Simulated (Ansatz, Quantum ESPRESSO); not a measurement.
## TaN (rock salt): bulk modulus from a few volumes

How stiff is rock salt TaN under hydrostatic load? Each row relaxes cell and atoms at a set pressure. The symmetry of the cell is held, so distortions that would lower it, which this phase may prefer, aren't tested. The phase is followed to these pressures whether or not it stays the stable one.

Calculated with Ansatz 0.2.0, PBEsol, PAW files of the set soft_1, cutoff 600 eV, Fermi–Dirac smearing 0.05 eV, k-mesh 17×17×17, no spin polarisation, no spin-orbit coupling.

Reference cell, relaxed at zero pressure with PBEsol (Fm-3m): a = 3.0932 Å, b = 3.0932 Å, c = 3.0932 Å, α = 60.00°, β = 60.00°, γ = 60.00°.

```
atom       x       y       z
  Ta  0.0000  0.0000  0.0000
   N  0.5000  0.5000  0.5000
```

```csv
V (Å³/atom),V/V0,P (GPa),E − E0 (meV/atom)
10.5842,1.0115,−3.999,1.5
10.3226,0.9865,4.999,2.2
10.0684,0.9622,14.994,17.9
9.9528,0.9512,19.995,30.5
9.7405,0.9309,29.996,63.5
```

V0 = 10.4636 Å³ an atom, where the residual pressure P0 is −0.002 GPa. **Question.** Fit the Birch–Murnaghan law and give the pressure and the energy at V = 10.1914 Å³ an atom, a row left out above.

With the Eulerian strain f = ½[(V0/V)^(2/3) − 1] and F = (P − P0)/[3f(1 + 2f)^(5/2)], the third-order law is the line F = B0 + (3/2) B0 (B′ − 4) f.

| f | F (GPa) |
| --- | --- |
| 0.02445 | 362.98 |
| 0.01696 | 361.48 |
| 0.01300 | 360.62 |
| 0.00454 | 358.75 |
| −0.00381 | 356.87 |

A straight line through the 5 rows: the means are 0.01103 for f and 360.14 for F, Σ(Δx)² = 0.0004815 and ΣΔxΔy = 0.1046, so the slope is 0.1046/0.0004815 = 217.14 and the intercept 360.14 − (217.14)(0.01103) = 357.75.

Hence B0 = 357.7 GPa and B′ = 4 + (217.1)/(1.5 × 357.7) = 4.40. For the withheld volume f = 0.00886, F = 359.67 GPa and P = 9.99 GPa. The run itself gives 9.99 GPa, so the estimate misses by 0.00 GPa, a rounding's worth.

Integrating the same law gives E − E0 = (9/2) B0 V0 f²[1 + (B′ − 4) f] + P0(V0 − V), with 1 GPa Å³ = 6.2415 meV: 8.3 meV an atom. The run itself gives 8.3 meV, so the estimate misses by 0.0 meV, a rounding's worth.

The same fit over all rows at other levels or in other programs gives B0 = 359 GPa with PBEsol (Quantum ESPRESSO, GBRV).

[Logs are printed without paths, hosts, clocks, repeated set-up lines and the standing remarks that a program may print on its own settings, such as how far it seeks lower states.]
